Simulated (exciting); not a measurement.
## Core excitons at the O K edge of Li3ClO

Wanted: the near-edge spectrum and the bound core excitons at the O K edge of Li3ClO.

Main program and level: exciting sodium; X-ray absorption, core-level Bethe-Salpeter equation, exchange and statically screened direct term, Tamm-Dancoff, all-electron LAPW+lo LDA.

## 1. Starting point

The structure is cubic, space group Pm-3m (No. 221). Conventional cell: a = 3.908 Å, b = 3.908 Å, c = 3.908 Å, α = 90.00°, β = 90.00°, γ = 90.00°. Nearest to Cl lie 12 Li at 2.76 Å. O has 6 Li at 1.95 Å nearest. Nearest to Li lie 2 O at 1.95 Å and 4 Cl at 2.76 Å and 8 Li at 2.76 Å. Farther neighbours and most contacts between anions are not listed.

Structure file:

```xyz
5
Lattice="3.9083 0.0000 0.0000 0.0000 3.9083 0.0000 0.0000 0.0000 3.9083" Properties=species:S:1:pos:R:3 pbc="T T T"
Cl    0.0000    0.0000    0.0000
O     1.9542    1.9542    1.9542
Li    1.9542    1.9542    0.0000
Li    1.9542    0.0000    1.9542
Li    0.0000    1.9542    1.9542
```

Differences between curves are given as r.m.s. difference over r.m.s. height.

## 2. Ground state

The species files are the program's own, with muffin-tin radii set in the input.

File input.xml:

```
<input>
  <title>Li3ClO</title>
  <structure speciespath="." autormt="false" epslat="1.0e-5">
    <crystal>
      <basevect>7.3856865314 0.0000000000 0.0000000000</basevect>
      <basevect>0.0000000000 7.3856865314 0.0000000000</basevect>
      <basevect>0.0000000000 0.0000000000 7.3856865314</basevect>
    </crystal>
    <species speciesfile="Cl.xml" rmt="2.300">
      <atom coord="0.0000000000 0.0000000000 0.0000000000"/>
    </species>
    <species speciesfile="O.xml" rmt="1.678">
      <atom coord="0.5000000000 0.5000000000 0.5000000000"/>
    </species>
    <species speciesfile="Li.xml" rmt="1.904">
      <atom coord="0.5000000000 0.5000000000 0.0000000000"/>
      <atom coord="0.5000000000 0.0000000000 0.5000000000"/>
      <atom coord="0.0000000000 0.5000000000 0.5000000000"/>
    </species>
  </structure>
  <groundstate do="fromscratch" xctype="LDA_PW" ngridk="4 4 4" rgkmax="7" gmaxvr="14" nempty="8" swidth="0.001" maxscl="100" epsengy="1e-5"/>
</input>
```

Command:

```console
OMP_NUM_THREADS=1 mpirun -n 4 exciting
```

Output:

```text
EXCITING SODIUM started
********************************************************************************
* Ground-state run starting from atomic densities                              *
********************************************************************************
+ Starting initialization                                                      +
 Lattice vectors (cartesian) :
      7.3856865314      0.0000000000      0.0000000000
      0.0000000000      7.3856865314      0.0000000000
      0.0000000000      0.0000000000      7.3856865314
 Reciprocal lattice vectors (cartesian) :
      0.8507246118      0.0000000000      0.0000000000
      0.0000000000      0.8507246118      0.0000000000
      0.0000000000      0.0000000000      0.8507246118
 Unit cell volume                           :     402.8771286794
 Brillouin zone volume                      :       0.6156969353
 Species :    1 (Cl)
     parameters loaded from                 :    Cl.xml
     name                                   :    chlorine
     nuclear charge                         :     -17.00000000
     electronic charge                      :      17.00000000
     atomic mass                            :   64626.31859000
     muffin-tin radius                      :       2.30000000
     # of radial points in muffin-tin       :     300
     atomic positions (lattice) :
       1 :   0.00000000  0.00000000  0.00000000
 Species :    2 (O)
     parameters loaded from                 :    O.xml
     name                                   :    oxygen
     nuclear charge                         :      -8.00000000
     electronic charge                      :       8.00000000
     atomic mass                            :   29165.12203000
     muffin-tin radius                      :       1.67800000
     # of radial points in muffin-tin       :     250
     atomic positions (lattice) :
       1 :   0.50000000  0.50000000  0.50000000
 Species :    3 (Li)
     parameters loaded from                 :    Li.xml
     name                                   :    lithium
     nuclear charge                         :      -3.00000000
     electronic charge                      :       3.00000000
     atomic mass                            :   12652.66897000
     muffin-tin radius                      :       1.90400000
     # of radial points in muffin-tin       :     250
     atomic positions (lattice) :
       1 :   0.50000000  0.50000000  0.00000000
       2 :   0.50000000  0.00000000  0.50000000
       3 :   0.00000000  0.50000000  0.50000000
 Total number of atoms per unit cell        :       5
 Spin treatment                             :    spin-unpolarised
 Number of Bravais lattice symmetries       :      48
 Number of crystal symmetries               :      48
 k-point grid                               :       4    4    4
 Total number of k-points                   :      10
 k-point set is reduced with crystal symmetries
 R^MT_min * |G+k|_max (rgkmax)              :       7.00000000
 Species with R^MT_min                      :       2 (O)
 Maximum |G+k| for APW functions            :       4.17163290
 Maximum |G| for potential and density      :      14.00000000
 G-vector grid sizes                        :      36    36    36
 Total number of G-vectors                  :   18805
 Maximum angular momentum used for
     APW functions                          :       8
     computing H and O matrix elements      :       8
     potential and density                  :       8
     inner part of muffin-tin               :       2
 Total nuclear charge                       :     -34.00000000
 Total electronic charge                    :      34.00000000
 Total core charge                          :      12.00000000
 Total valence charge                       :      22.00000000
 Number of empty states                     :       8
 Total number of valence states             :      20
 Maximum Hamiltonian size                   :     514
 Maximum number of plane-waves              :     500
 Total number of local-orbitals             :      14
 Exchange-correlation type                  :       3
     Perdew-Wang, Phys. Rev. B 45, 13244 (1992)
 Smearing scheme                            :    Gaussian
 Smearing width                             :       0.00100000
 Using multisecant Broyden potential mixing
+ Ending initialization                                                        +
********************************************************************************
* Groundstate module started                                                   *
********************************************************************************
 Output level for this task is set to normal
+ Self-consistent loop started                                                 +
 Density and potential initialised from atomic data
+ SCF iteration number :    1                                                  +
 Total energy                               :      -560.92511411
 _______________________________________________________________
 Fermi energy                               :         0.09078307
 Kinetic energy                             :       557.12647163
 Coulomb energy                             :     -1077.34468025
 Exchange energy                            :       -38.25439513
 Correlation energy                         :        -2.45251036
 DOS at Fermi energy (states/Ha/cell)       :         0.00000000
 Electron charges :
     core                                   :        12.00000000
     core leakage                           :         0.00000768
     valence                                :        22.00000000
     interstitial                           :         3.58791934
     charge in muffin-tin spheres :
                  atom     1    Cl          :        15.70557390
                  atom     2     O          :         8.14440228
                  atom     3    Li          :         2.18736816
                  atom     4    Li          :         2.18736816
                  atom     5    Li          :         2.18736816
     total charge in muffin-tins            :        30.41208066
     total charge                           :        34.00000000
 Estimated fundamental gap                  :         0.19930511
        valence-band maximum at    6      0.5000  0.5000  0.0000
     conduction-band minimum at    1      0.0000  0.0000  0.0000
[... further iterations ...]
| Convergence targets achieved. Performing final SCF iteration                 +
 Total energy                               :      -557.51782485
 _______________________________________________________________
 Fermi energy                               :         0.11742869
 Kinetic energy                             :       558.60889102
 Coulomb energy                             :     -1075.81579410
 Exchange energy                            :       -37.87503928
 Correlation energy                         :        -2.43588250
 DOS at Fermi energy (states/Ha/cell)       :         0.00000000
 Electron charges :
     core                                   :        12.00000000
     core leakage                           :         0.00000760
     valence                                :        22.00000000
     interstitial                           :         3.95458292
     charge in muffin-tin spheres :
                  atom     1    Cl          :        15.92979317
                  atom     2     O          :         7.36489734
                  atom     3    Li          :         2.25024219
                  atom     4    Li          :         2.25024219
                  atom     5    Li          :         2.25024219
     total charge in muffin-tins            :        30.04541708
     total charge                           :        34.00000000
 Estimated fundamental gap                  :         0.16989734
        valence-band maximum at    6      0.5000  0.5000  0.0000
     conduction-band minimum at    1      0.0000  0.0000  0.0000
+ Self-consistent loop stopped                                                 +
 STATE.OUT is written
********************************************************************************
* Groundstate module stopped                                                   *
********************************************************************************
 Total time spent (seconds)                 :        43.52
- CAUTION! Warnings have been written in file WARNING.OUT !                    -
| EXCITING SODIUM stopped                                                      =
```

The job ended after 45 s (4 MPI ranks of Intel Xeon at 2.70GHz, shared host).

The warnings file holds hints only, no warning.

The mesh shows a gap of 4.62 eV. Core levels (Dirac, from the valence top):

| atom | level | energy (eV) |
| --- | --- | --- |
| Cl | 1s1/2 | -2734.3 |
| Cl | 2s1/2 | -244.4 |
| Cl | 2p1/2 | -185.4 |
| Cl | 2p3/2 | -183.8 |
| O | 1s1/2 | -498.8 |

## 3. A richer basis for the empty states

Each species file gets more local orbitals, built from u and its energy derivative at 0.15 Ha and u at 0.9 Ha.

input.xml is that of step 2.

File SPECIES.xml, added lines:

```
<lo l="L">  <!-- L = 0, 1, 2 -->
  <wf matchingOrder="0" trialEnergy="0.1500" searchE="false"/>
  <wf matchingOrder="1" trialEnergy="0.1500" searchE="false"/>
  <wf matchingOrder="0" trialEnergy="0.9000" searchE="false"/>
</lo>
```

Command:

```console
OMP_NUM_THREADS=1 mpirun -n 4 exciting
```

Output:

```text
EXCITING SODIUM started
********************************************************************************
* Ground-state run starting from atomic densities                              *
********************************************************************************
+ Starting initialization                                                      +
[... lattice and species ...]
 Spin treatment                             :    spin-unpolarised
 Number of Bravais lattice symmetries       :      48
[...]
+ Self-consistent loop stopped                                                 +
 STATE.OUT is written
********************************************************************************
* Groundstate module stopped                                                   *
********************************************************************************
 Total time spent (seconds)                 :        40.51
- CAUTION! Warnings have been written in file WARNING.OUT !                    -
| EXCITING SODIUM stopped                                                      =
[key lines of the parts left out:]
Total energy                               :      -557.51868162
Fermi energy                               :         0.11716032
```

Elapsed: 42 s, on 4 MPI ranks.

Against the first ground state the total energy moves by -5 meV an atom and the gap by -0.05 eV.

(Continued in part 2 of 3.)

[Banner, clock and machine lines of the logs are left out without a mark of their own.]

[Logs are printed without paths, hosts, clocks, repeated set-up lines and the standing remarks that a program may print on its own settings, such as how far it seeks lower states.]

[Hosts, paths, dates, database ids (printed as entryN), source tags and the programs' standing remarks are cut or masked in the printed files.]
